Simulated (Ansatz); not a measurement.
# Formation energy and levels of the substitutional impurity Co_Ga in GaN (F-43m)

Wanted: the transition levels of a substitutional impurity in GaN (F-43m), from a cell of 54 host atoms with 1 Ga taken out and 1 Co put in.

Calculated with Ansatz 0.2.0; place-levels on r2SCAN runs: charge-transition levels and formation energies with image-charge correction and potential alignment at the atomic sites; PAW set soft_1.

## Step 1: Starting point

The cell holds 54 atoms: 26 Ga, 27 N and 1 Co. Cell: a = 9.542 Å, b = 9.542 Å, c = 9.542 Å, α = 60.0°, β = 60.0°, γ = 60.0°. It derives from GaN (space group F-43m). Nearest the centre at fractional (0.333, 0.667, 0.667): Co35 at 0.00 Å, N30 at 1.95 Å, N18 at 1.95 Å, N34 at 1.95 Å, N36 at 1.95 Å, Ga33 at 3.18 Å, Ga17 at 3.18 Å, Ga29 at 3.18 Å.

Coordinates:

```xyz
54
Lattice="0.0000 6.7473 6.7473 6.7473 0.0000 6.7473 6.7473 6.7473 0.0000" Properties=species:S:1:pos:R:3 pbc="T T T"
Ga    0.0000    0.0000    0.0000
N     1.1245    1.1245    1.1245
Ga    2.2491    2.2491    0.0000
N     3.3736    3.3736    1.1245
Ga    4.4982    4.4982    0.0000
N     5.6227    5.6227    1.1245
Ga    2.2491    0.0000    2.2491
N     3.3736    1.1245    3.3736
Ga    4.4982    2.2491    2.2491
N     5.6227    3.3736    3.3736
Ga    6.7473    4.4982    2.2491
N     7.8718    5.6227    3.3736
Ga    4.4982    0.0000    4.4982
N     5.6227    1.1245    5.6227
Ga    6.7473    2.2491    4.4982
N     7.8718    3.3736    5.6227
Ga    8.9964    4.4982    4.4982
N    10.1209    5.6227    5.6227
Ga    0.0000    2.2491    2.2491
N     1.1245    3.3736    3.3736
Ga    2.2491    4.4982    2.2491
N     3.3736    5.6227    3.3736
Ga    4.4982    6.7473    2.2491
N     5.6227    7.8718    3.3736
Ga    2.2491    2.2491    4.4982
N     3.3736    3.3736    5.6227
Ga    4.4982    4.4982    4.4982
N     5.6227    5.6227    5.6227
Ga    6.7473    6.7473    4.4982
N     7.8718    7.8718    5.6227
Ga    4.4982    2.2491    6.7473
N     5.6227    3.3736    7.8718
Ga    6.7473    4.4982    6.7473
N     7.8718    5.6227    7.8718
Co    8.9964    6.7473    6.7473
N    10.1209    7.8718    7.8718
Ga    0.0000    4.4982    4.4982
N     1.1245    5.6227    5.6227
Ga    2.2491    6.7473    4.4982
N     3.3736    7.8718    5.6227
Ga    4.4982    8.9964    4.4982
N     5.6227   10.1209    5.6227
Ga    2.2491    4.4982    6.7473
N     3.3736    5.6227    7.8718
Ga    4.4982    6.7473    6.7473
N     5.6227    7.8718    7.8718
Ga    6.7473    8.9964    6.7473
N     7.8718   10.1209    7.8718
Ga    4.4982    4.4982    8.9964
N     5.6227    5.6227   10.1209
Ga    6.7473    6.7473    8.9964
N     7.8718    7.8718   10.1209
Ga    8.9964    8.9964    8.9964
N    10.1209   10.1209   10.1209
```

Known beforehand: the electronic dielectric constant, 6.00, and the static one, 10.56, computed on the host (DFPT, PBEsol, on the r2SCAN cell), and a cell off the functional's own equilibrium shifts the ionic part.

The cell's shortest repeat is 9.5 Å.

## Step 2: The runs of each charge state

A transition level is the Fermi level at which two charge states cost the same, so each charge needs its own total energy, at its own relaxed structure.

Each atom starts 0.05 Å or so off its site in a random direction: a symmetric start keeps its symmetry, and would miss off-centre moves and Jahn–Teller distortions. Forces are taken on a 2×2×2 shifted mesh. The cell holds 2 electrons more than the neutral one, with a uniform background that keeps it neutral on the whole.

The sampling was tested on the host first: at the k-points planned (1x1x1 shifted 0.25 0.25 0.25) its energy lies 0.067 eV an atom from the dense-mesh value, so the final energies take a denser sampling.

One of the inputs; charge, spin and start change from state to state.

Input file qm2.relax/input.yaml:

```yaml
crystal:
  lattice:
    - [0.0, 6.74729083, 6.74729083]
    - [6.74729083, 0.0, 6.74729083]
    - [6.74729083, 6.74729083, 0.0]
  atoms:
    - { symbol: Ga, position: [0.0, 0.0, 0.0] }
    - { symbol: "N", position: [0.08333333, 0.08333333, 0.08333333] }
    - { symbol: Ga, position: [0.0, 0.0, 0.33333333] }
    - { symbol: "N", position: [0.08333333, 0.08333333, 0.41666667] }
    - { symbol: Ga, position: [0.0, 0.0, 0.66666667] }
    - { symbol: "N", position: [0.08333333, 0.08333333, 0.75] }
    - { symbol: Ga, position: [0.0, 0.33333333, 0.0] }
    - { symbol: "N", position: [0.08333333, 0.41666667, 0.08333333] }
    - { symbol: Ga, position: [0.0, 0.33333333, 0.33333333] }
    - { symbol: "N", position: [0.08333333, 0.41666667, 0.41666667] }
    - { symbol: Ga, position: [0.0, 0.33333333, 0.66666667] }
    - { symbol: "N", position: [0.08333333, 0.41666667, 0.75] }
    - { symbol: Ga, position: [0.0, 0.66666667, 0.0] }
    - { symbol: "N", position: [0.08333333, 0.75, 0.08333333] }
    - { symbol: Ga, position: [0.0, 0.66666667, 0.33333333] }
    - { symbol: "N", position: [0.08333333, 0.75, 0.41666667] }
    - { symbol: Ga, position: [0.0, 0.66666667, 0.66666667] }
    - { symbol: "N", position: [0.08333333, 0.75, 0.75] }
    - { symbol: Ga, position: [0.33333333, 0.0, 0.0] }
    - { symbol: "N", position: [0.41666667, 0.08333333, 0.08333333] }
    - { symbol: Ga, position: [0.33333333, 0.0, 0.33333333] }
    - { symbol: "N", position: [0.41666667, 0.08333333, 0.41666667] }
    - { symbol: Ga, position: [0.33333333, 0.0, 0.66666667] }
    - { symbol: "N", position: [0.41666667, 0.08333333, 0.75] }
    - { symbol: Ga, position: [0.33333333, 0.33333333, 0.0] }
    - { symbol: "N", position: [0.41666667, 0.41666667, 0.08333333] }
    - { symbol: Ga, position: [0.33333333, 0.33333333, 0.33333333] }
    - { symbol: "N", position: [0.41666667, 0.41666667, 0.41666667] }
    - { symbol: Ga, position: [0.33333333, 0.33333333, 0.66666667] }
    - { symbol: "N", position: [0.41666667, 0.41666667, 0.75] }
    - { symbol: Ga, position: [0.33333333, 0.66666667, 0.0] }
    - { symbol: "N", position: [0.41666667, 0.75, 0.08333333] }
    - { symbol: Ga, position: [0.33333333, 0.66666667, 0.33333333] }
    - { symbol: "N", position: [0.41666667, 0.75, 0.41666667] }
    - { symbol: Co, position: [0.33333333, 0.66666667, 0.66666667] }
    - { symbol: "N", position: [0.41666667, 0.75, 0.75] }
    - { symbol: Ga, position: [0.66666667, 0.0, 0.0] }
    - { symbol: "N", position: [0.75, 0.08333333, 0.08333333] }
    - { symbol: Ga, position: [0.66666667, 0.0, 0.33333333] }
    - { symbol: "N", position: [0.75, 0.08333333, 0.41666667] }
    - { symbol: Ga, position: [0.66666667, 0.0, 0.66666667] }
    - { symbol: "N", position: [0.75, 0.08333333, 0.75] }
    - { symbol: Ga, position: [0.66666667, 0.33333333, 0.0] }
    - { symbol: "N", position: [0.75, 0.41666667, 0.08333333] }
    - { symbol: Ga, position: [0.66666667, 0.33333333, 0.33333333] }
    - { symbol: "N", position: [0.75, 0.41666667, 0.41666667] }
    - { symbol: Ga, position: [0.66666667, 0.33333333, 0.66666667] }
    - { symbol: "N", position: [0.75, 0.41666667, 0.75] }
    - { symbol: Ga, position: [0.66666667, 0.66666667, 0.0] }
    - { symbol: "N", position: [0.75, 0.75, 0.08333333] }
    - { symbol: Ga, position: [0.66666667, 0.66666667, 0.33333333] }
    - { symbol: "N", position: [0.75, 0.75, 0.41666667] }
    - { symbol: Ga, position: [0.66666667, 0.66666667, 0.66666667] }
    - { symbol: "N", position: [0.75, 0.75, 0.75] }
  host:
    repeats: [3, 3, 3]
    atoms:
      - { symbol: Ga, position: [0.0, 0.0, 0.0] }
      - { symbol: "N", position: [0.25, 0.25, 0.25] }
total_charge: -2
basis:
  ecutwfc: 500
  xc_grid: 2
hamiltonian:
  xc: r2scan
  pseudopotentials: { kind: paw, azcp: { folder: soft_1 } }
kpoints:
  mp_grid: { grid: [2, 2, 2], shift: [0.5, 0.5, 0.5] }
scf:
  occupations: { method: fixed }
  max_iter: 80
output:
  forces: true
  charged_corrections:
    epsilon: 6.0
    static_epsilon: 10.56
    defect_position: [0.333333, 0.666667, 0.666667]
relax:
  f_tol: 0.02
  max_steps: 80
  random_displacement: { amplitude: 0.05, seed: 3024 }
checkpoint:
  write: "../qm2.relax.run"
  compress: false
  write_wavefunctions: true
  write_every: 100000
```

Command:

```bash
ansatz run input.yaml --threads 4 --pin off --max-ram 15073MiB --backend cpu --events-out ev --progress --plain --runs-dir out
```

The run of this state that the levels use, under r2SCAN:

Input file qm2.point/input.yaml:

```yaml
crystal:
  checkpoint: "../qm2.relax.run"
  host: checkpoint
total_charge: -2
basis:
  ecutwfc: 500
  xc_grid: 2
hamiltonian:
  xc: r2scan
  pseudopotentials: { kind: paw, azcp: { folder: soft_1 } }
kpoints:
  mp_grid: { grid: [2, 2, 2], shift: [0.5, 0.5, 0.5] }
scf:
  occupations: { method: fixed }
  max_iter: 80
output:
  forces: true
  eigenvalues: true
  charged_corrections:
    epsilon: 6.0
    static_epsilon: 10.56
    defect_position: [0.333333, 0.666667, 0.666667]
  eigenstates: { localisation: true }
  populations: true
checkpoint:
  read: "../qm2.relax.run"
  write: "../qm2.point.run"
  compress: false
  write_wavefunctions: false
  write_every: 100000
```

Relaxations under r2SCAN at a 2×2×2 shifted mesh; times on 4 threads of Arm Neoverse V1, shared host:

```csv
charge,moment (μB),occupations,outcome,steps,largest displacement against the far atoms (Å),time
−2,0,fixed,converged,10,0.15,14 min
−2,2,fixed,converged,7,0.10,22 min
−1,1,fixed,converged,6,0.05,24 min
−1,3,fixed,converged,4,0.05,12 min
0,0,fixed,converged,5,0.05,6.1 min
0,4,fixed,converged,5,0.02,15 min
0,2,fixed,converged,9,0.03,35 min
+1,1,fixed,converged,6,0.07,18 min
+1,5,fixed,converged,5,0.04,12 min
+1,3,fixed,converged,7,0.04,19 min
```

Single points under r2SCAN at a 2×2×2 shifted mesh; times on 4 threads of Arm Neoverse V1, shared host:

```csv
charge,moment (μB),occupations,outcome,time
−2,0,fixed,converged,68 s
−2,2,fixed,converged,1.9 min
−1,1,fixed,converged,2.4 min
−1,3,fixed,converged,2.4 min
0,0,fixed,converged,57 s
0,4,fixed,converged,2.8 min
0,2,fixed,converged,2.1 min
+1,1,fixed,converged,2.1 min
+1,5,fixed,converged,2 min
+1,3,fixed,converged,2 min
```

Distances (Å) from Co35 to the nearest atoms after relaxation with r2SCAN:

```csv
charge,moment (μB),1.,2.,3.,4.,5.,6.
−2,0,N 1.95,N 1.99,N 1.99,N 2.06,Ga 3.01,Ga 3.08
−2,2,N 1.98,N 2.04,N 2.04,N 2.04,Ga 3.11,Ga 3.11
−1,1,N 1.96,N 2.00,N 2.00,N 2.00,Ga 3.13,Ga 3.13
−1,3,N 2.00,N 2.00,N 2.00,N 2.00,Ga 3.16,Ga 3.17
0,0,N 1.91,N 1.91,N 1.91,N 1.92,Ga 3.16,Ga 3.16
0,4,N 1.95,N 1.95,N 1.95,N 1.95,Ga 3.17,Ga 3.17
0,2,N 1.93,N 1.93,N 1.95,N 1.95,Ga 3.16,Ga 3.16
+1,1,N 1.88,N 1.88,N 1.88,N 1.89,Ga 3.18,Ga 3.18
+1,5,N 1.91,N 1.91,N 1.91,N 1.91,Ga 3.19,Ga 3.19
+1,3,N 1.91,N 1.91,N 1.91,N 1.92,Ga 3.18,Ga 3.18
```

(Continued in part 2 of 2.)

[Logs are printed without paths, hosts, clocks, repeated set-up lines and the standing remarks that a program may print on its own settings, such as how far it seeks lower states.]

[Hosts, paths, dates, database ids (printed as entryN), source tags and the programs' standing remarks are cut or masked in the printed files.]

[Where a table of states has a column of steps, it counts the stored structures, which are thinned; the runs took as many ionic steps or more.]

[A defect's name tells the site on which it was built; relaxed atoms can leave that site.]

[For some hosts the program warned that the k-mesh of the response run may be too coarse for force constants and the static dielectric constant; such warnings are not shown here.]
